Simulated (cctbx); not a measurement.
# Solving a structure by charge flipping

Cell a = 8.9130 Å, b = 8.9130 Å, c = 8.9130 Å, α = 90.00°, β = 90.00°, γ = 90.00°; space group Pm-3n (no. 223); content Tm6 Ge26 Ni8.

Simulated single-crystal data (cctbx): Cu Kα, λ = 1.54184 Å, to d = 0.83 Å, 95 % of the full sphere, strongest reflection 20000 counts, noise from counting, a 1.5 % proportional error and a noise floor of 2 counts (s.d.); no absorption.

1 earlier start (other random phases, and plain and normalised amplitudes in turn) led nowhere (symmetry correlation 0.89).

Charge flipping in P1 on plain amplitudes to 0.9 Å, δ = 1.2 σ, 20 % of the reflections treated as weak, 200 cycles:

```text
cycle      R  skewness
    0  0.603     0.30
   16  0.461     3.17
   32  0.271     3.80
   48  0.208     3.70
   64  0.192     3.37
   80  0.189     3.28
   96  0.204     3.29
  112  0.185     3.26
  128  0.193     3.21
  144  0.191     3.17
  160  0.182     3.19
  176  0.190     3.21
  192  0.192     3.21
origin shift          correlation  skewness
 0.294  0.780  0.794      0.885      0.74
 0.328  0.674  0.845      0.884      1.57
 0.369  0.070  0.530      0.868      0.28
 0.266  0.802  0.435      0.880      1.09
taken: symmetry correlation 0.884, skewness 1.57
peak      x       y       z  mult  height/sigma
Q1    0.0000  0.2500  0.5000    6     10.6
Q2    0.2500  0.2500  0.2500    8      4.3
Q3    0.0000  0.5000  0.2500    6      4.2
Q4    0.0000  0.3151  0.1343   24      3.9
Q5    0.0000  0.0000  0.2487   12      3.6
Q6    0.0000  0.0000  0.0000    2      3.2
Q7    0.0000  0.0891  0.4054   24      1.9
Q8    0.0948  0.3498  0.3786   48      1.8
Q9    0.1006  0.3994  0.2500   24      1.7
```

The origin is taken among those within 0.04 of the best correlation, by the skewness of the map.

It took 4.2 s on 1 thread of Arm Neoverse N1, with other jobs on the host, peak memory 0.08 GiB.

**Question.** Which peaks are atoms, and which elements?

Heights follow Z only loosely here, so the multiplicities, which must add up to the content, decide. First model: Q1 = Tm1 (6 in the cell, height 10.6), Q2 = Ni1 (8 in the cell, height 4.3), Q4 = Ge1 (24 in the cell, height 3.9) and Q6 = Ge2 (2 in the cell, height 3.2). Against the true structure, Q1 is Tm, Q2 is Ni, Q4 is Ge and Q6 is Ge; the other peaks are not atoms.

Least squares on F², isotropic:

```text
Rint 0.023, 136 unique reflections to 0.83 A
cycle     R1     wR2    GooF  max shift (A)
   1  0.1886  0.4346  59.437   0.07493
   2  0.0437  0.1061  14.508   0.00008
final R1 0.0437 wR2 0.1061 GooF 14.507  parameters 6  data/parameter 22.7
atom        x        y        z      Ueq    occ   su(xyz)  su(Uiso or U11)
Tm1    0.00000  0.25000  0.50000   0.0094  1.000  0.00000  0.0007
Ni1    0.25000  0.25000  0.25000   0.0245  1.000  0.00000  0.0015
Ge1    0.00000  0.30727  0.13735   0.0229  1.000  0.00027  0.0008
Ge2    0.00000  0.00000  0.00000   0.0403  1.000  0.00000  0.0024
difference map: max 3.39 min -3.27 rms 0.47
Q1    0.0572  0.3041  0.1351   48    3.68  0.51 A from Ge1
Q2    0.0000  0.0000  0.2841   12    1.13  1.24 A from Ge1
Q3    0.0000  0.2500  0.5000    6    1.09  0.00 A from Tm1
Q4    0.0000  0.3424  0.2686   24    1.06  1.21 A from Ge1
Q5    0.0000  0.2326  0.3452   24    0.76  1.39 A from Tm1
```

Anisotropic refinement:

```text
Rint 0.023, 136 unique reflections to 0.83 A
cycle     R1     wR2    GooF  max shift (A)
   1  0.0436  0.1061  14.795   0.00225
   2  0.0034  0.0072   1.003   0.00000
final R1 0.0034 wR2 0.0072 GooF 1.003  parameters 11  data/parameter 12.4
atom        x        y        z      Ueq    occ   su(xyz)  su(Uiso or U11)
Tm1    0.00000  0.25000  0.50000   0.0081  1.000  0.00000  0.0001
Ni1    0.25000  0.25000  0.25000   0.0241  1.000  0.00000  0.0001
Ge1    0.00000  0.30727  0.13710   0.0217  1.000  0.00002  0.0001
Ge2    0.00000  0.00000  0.00000   0.0389  1.000  0.00000  0.0002
difference map: max 0.15 min -0.16 rms 0.04
Q1    0.0000  0.3912  0.0726   24    0.15  0.94 A from Ge1
Q2    0.0000  0.1515  0.2364   24    0.11  1.65 A from Ge1
Q3    0.0000  0.0000  0.2052   12    0.10  1.52 A from Ge1
Q4    0.0000  0.4081  0.2467   24    0.09  1.33 A from Ge1
Q5    0.0000  0.2730  0.2968   24    0.08  1.46 A from Ge1
Q6    0.0603  0.2713  0.1001   48    0.08  0.71 A from Ge1
```

**Reading.** The refinement ends at R1 = 0.0034, wR2 = 0.0072, GooF = 1.00, with difference density between -0.16 and 0.15 e/Å³. Every site matches the true model in element, within 0.001 Å r.m.s., up to an allowed shift of origin.

True model:

```csv
atom,mult.,x,y,z,Ueq (Å²)
Tm1,6,1/4,0,1/2,0.0081
Ge1,24,0,0.8629,0.6927,0.0217
Ge2,2,0,0,0,0.0389
Ni1,8,3/4,3/4,3/4,0.0241
```

The model was made for the exercise: a known structure type with other elements put in, its volume estimated, not relaxed; displacement parameters are assumed.

[Middle refinement cycles are left out of these outputs.]

[Logs are printed without paths, hosts, clocks, repeated set-up lines and the standing remarks that a program may print on its own settings, such as how far it seeks lower states.]
